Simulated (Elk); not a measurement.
# Magnetic state of Cobalt from several starts, part 3 of 3

Wanted: the moments of Cobalt and the energy of each order that was tried.

Elk 11.2.3 (patched build); PBE; all-electron APW+lo, Dirac cores, scalar-relativistic bands.

So far, largest spin moment in the muffin-tin sphere (μB): step 2 (start 1: ferro ++) 1.72; step 3 (order 2, typed as antiferro +-) 1.01; step 5 (start 4: antiferro q=(0,0,1/2) +-+-) 1.51.

## 9. Orbital moments

Level of this step: PBE; all-electron APW+lo, Dirac cores, scalar-relativistic bands with second-variational spin-orbit coupling (Elk).

Orbital moments arise only with spin–orbit coupling, and measured moments hold them.

The run goes on from the saved lowest state, with the moments along the z axis of the cell.

Contents of elk.in:

```
tasks
  1
  15

xctype
  20

reducebf
  0.5

epsengy
  1e-05

maxscl
  100

rgkmax
  7.0

nempty
  12

swidth
  0.003

lmaxi
  3

spinpol
  .true.

spinorb
  .true.

cmagz
  .true.

sppath
  './'

avec
  4.73829928489 0.00000000000 0.00000000000
  -2.36914964244 4.10348755135 0.00000000000
  0.00000000000 0.00000000000 7.69099635461

atoms
  1
  'Co.in'
  2
  0.3333333333 0.6666666667 0.2500000000   0.000000 0.000000 -0.000060
  0.6666666667 0.3333333333 0.7500000000   0.000000 0.000000 -0.000060

ngridk
  12 12 6
```

Started as:

```console
OMP_NUM_THREADS=2 elk
```

Numbers of over 12 decimals in the logs are rounded to 6 here.

The log of the run:

```text
Warning(gndstate): core states of species 1 leak from the muffin-tin :   0.6699076318E-03
Warning(chksvso): spin-orbit splittings by the second variation are low [figures from our tests cut]: local-orbitals by j (lorbdm 7 and 8, zora) mend levels alone

--- INFO.OUT ---
┌─────────────────────────┐
│ Elk code version 11.2.3 │
└─────────────────────────┘

All units are atomic (Hartree, Bohr, etc.)

┌──────────────────────────────────────────┐
│ Ground-state run resuming from STATE.OUT │
└──────────────────────────────────────────┘

Lattice vectors :
   4.738299285       0.000000000       0.000000000
  -2.369149642       4.103487551       0.000000000
   0.000000000       0.000000000       7.690996355

Species : 1 (Co)
 parameters loaded from : Co.in
 name : cobalt
 nuclear charge    :   -27.00000000
 electronic charge :    27.00000000
 atomic mass :    107428.6517
 muffin-tin radius :    2.334644196
 number of radial points in muffin-tin :    993
 inner part over the whole radius :   0.9921812145E-02
 number on inner part of muffin-tin    :    700
 approximate nuclear radius :   0.7243775530E-04
 number of mesh points to nuclear radius :    334
 atomic positions (lattice), magnetic fields (Cartesian) :
  1 :   0.33333333  0.16666667  0.25000000    0.00000000  0.00000000  0.00000000
  2 :  -0.33333333 -0.16666667 -0.25000000    0.00000000  0.00000000  0.00000000

Total number of atoms per unit cell :    2
Total muffin-tin volume :    106.6057705
 ratio of muffin-tin to unit cell volume :   0.7128899609

Spin treatment :
 spin-polarised
 spin-orbit coupling
 global magnetic field (Cartesian) :    0.000000000       0.000000000       0.000000000
 collinear magnetisation in z-direction

Number of Bravais lattice symmetries :   24
Number of crystal symmetries         :   12
Crystal has inversion symmetry
Real symmetric eigensolver will be used

k-point grid :     12    12     6
k-point offset :    0.000000000       0.000000000       0.000000000
k-point set is reduced with full crystal symmetry group
Total number of k-points :      104

Muffin-tin radius times maximum |G+k| :    7.000000000
 using average radius
Maximum |G+k| for APW functions       :    2.998315551
Maximum (1/2)|G+k|²                   :    4.494948072
Maximum |G| for potential and density :    12.00000000
Constant for pseudocharge density :    7
 order of it for each species :   14
 order of it for pair densities of each species (exact exchange by exxq0 0: 14) :   10
Radial integration step length :    1

G-vector grid sizes :     20    20    30
Number of G-vectors :     4331

Maximum angular momentum used for
 APW functions            :    8
 outer part of muffin-tin :    6
 inner part of muffin-tin :    3

Number of empty states         :     24
Total number of valence states :     80
Total number of core states    :     24

Third-order local-orbitals added for an l without core states : T
Total number of local-orbitals :     44

Exchange-correlation functional :     20     0     0
 Perdew-Burke-Ernzerhof, Phys. Rev. Lett. 77, 3865 (1996)
 gradient requirement :    1
 generalised gradient approximation (GGA)

Smearing type :    3
 Fermi-Dirac
Smearing width :   0.3000000000E-02
Effective electronic temperature (K) :    947.3250744

Mixing type :    3
 Broyden mixing, J. Phys. A: Math. Gen. 17, L317 (1984)

Potential read in from STATE.OUT

┌──────────────────────────────┐
│ Self-consistent loop started │
└──────────────────────────────┘

[... earlier loops left out ...]

┌──────────────────┐
│ Loop number : 10 │
└──────────────────┘

Energies :
 Fermi                       :     0.302444
 sum of occupied eigenvalues :     -1607.0393646688
 electron kinetic            :      2828.1817135865
 core electron kinetic       :      2558.2660457432
 Coulomb                     :     -5495.7252571309
 Coulomb potential           :     -4280.1650180823
 nuclear-nuclear             :     -499.77031406297
 electron-nuclear            :     -5732.3331168164
 Hartree                     :      736.37817374848
 Madelung                    :     -3355.6427480897
 xc potential                :     -154.92476404355
 xc effective B-field        :    -0.131296
 external B-field            :      0.000000
 exchange                    :     -116.85355817119
 correlation                 :     -2.549728
 electron entropic           :    -0.15944163348246E-02
 total energy                :     -2786.9484236503
 (external B-field energy excluded from total)

Density of states at Fermi energy :    53.73681045
 (states/Hartree/unit cell)

Estimated indirect band gap :   0.2884303540E-03
 from k-point 34 to k-point 92
Estimated direct band gap   :   0.1127396650E-02
 at k-point 34

Charges :
 core                        :    24.00000000
 valence                     :    30.00000000
 interstitial                :    1.692636088
 muffin-tins (core leakage)
  species : 1 (Co)
   atom 1                    :    26.15368196     (  0.6699076318E-03)
   atom 2                    :    26.15368196     (  0.6699076318E-03)
 total in muffin-tins        :    52.30736391
 total calculated charge     :    53.99728437
 total charge                :    54.00000000
 error                       :   0.2715631881E-02

Moments :
 interstitial                :  -0.1011393759
 muffin-tins
  species : 1 (Co)
   atom 1                    :    1.714685965
   atom 2                    :    1.714685965
 total in muffin-tins        :    3.429371931
 total moment                :    3.328232555

┌──────────────────────────────┐
│ Self-consistent loop stopped │
└──────────────────────────────┘

Warning : core states of species 1 leak from the muffin-tin :   0.6699076318E-03

Wrote STATE.OUT
```

Run time: 2.4 min. Hardware: 2 threads of Arm Neoverse V2, shared host; peak memory 0.16 GiB; 4.9 min of CPU time.

Numbers from this step:

```
density of states at the Fermi level : 1.975 states/eV/cell
moment between the spheres           : -0.1011 μB
magnetization                        : 3.328 μB
final state                          : ferromagnetic
largest moment                       : 1.715 μB
```

Orbital moment <L> in the sphere by atom:

| atom | x (μB) | y (μB) | z (μB) | size |
| --- | --- | --- | --- | --- |
| Co1 | 0.0000 | 0.0000 | 0.0827 | 0.0827 |
| Co2 | 0.0000 | 0.0000 | 0.0827 | 0.0827 |

## 10. What came out

```json
{
 "lowest state found": "ferromagnetic (typed ferro ++)",
 "largest site moment": "1.72 μB",
 "next state": "antiferromagnetic, 118 meV a seeded atom higher",
 "energy gained by spin polarisation": "227 meV a seeded atom",
 "with spin–orbit coupling: largest spin moment and its orbital moment": "1.71 and 0.0827 μB"
}
```

The lowest state found is ferromagnetic, reached from the start ferro ++, with moments up to 1.72 μB. The next state costs 118 meV a seeded atom. 1 start gave no converged result and is missing from the ranking; a lower order may hide there. The orbital moment is parallel to the spin, as Hund's third rule has it for a shell over half filled. This is the lowest of 4 finished starts, no proof of the ground state.

[Logs and program files are shortened in this print: banners, set-up blocks, solver, clock and traceback lines can be left out without a mark of their own.]

[Logs are printed without paths, hosts, clocks, repeated set-up lines and the standing remarks that a program may print on its own settings, such as how far it seeks lower states.]

[Hosts, paths, dates, database ids (printed as entryN), source tags and the programs' standing remarks are cut or masked in the printed files.]

[Where a cell is said to come from a database of computed structures, the database is the Materials Project.]
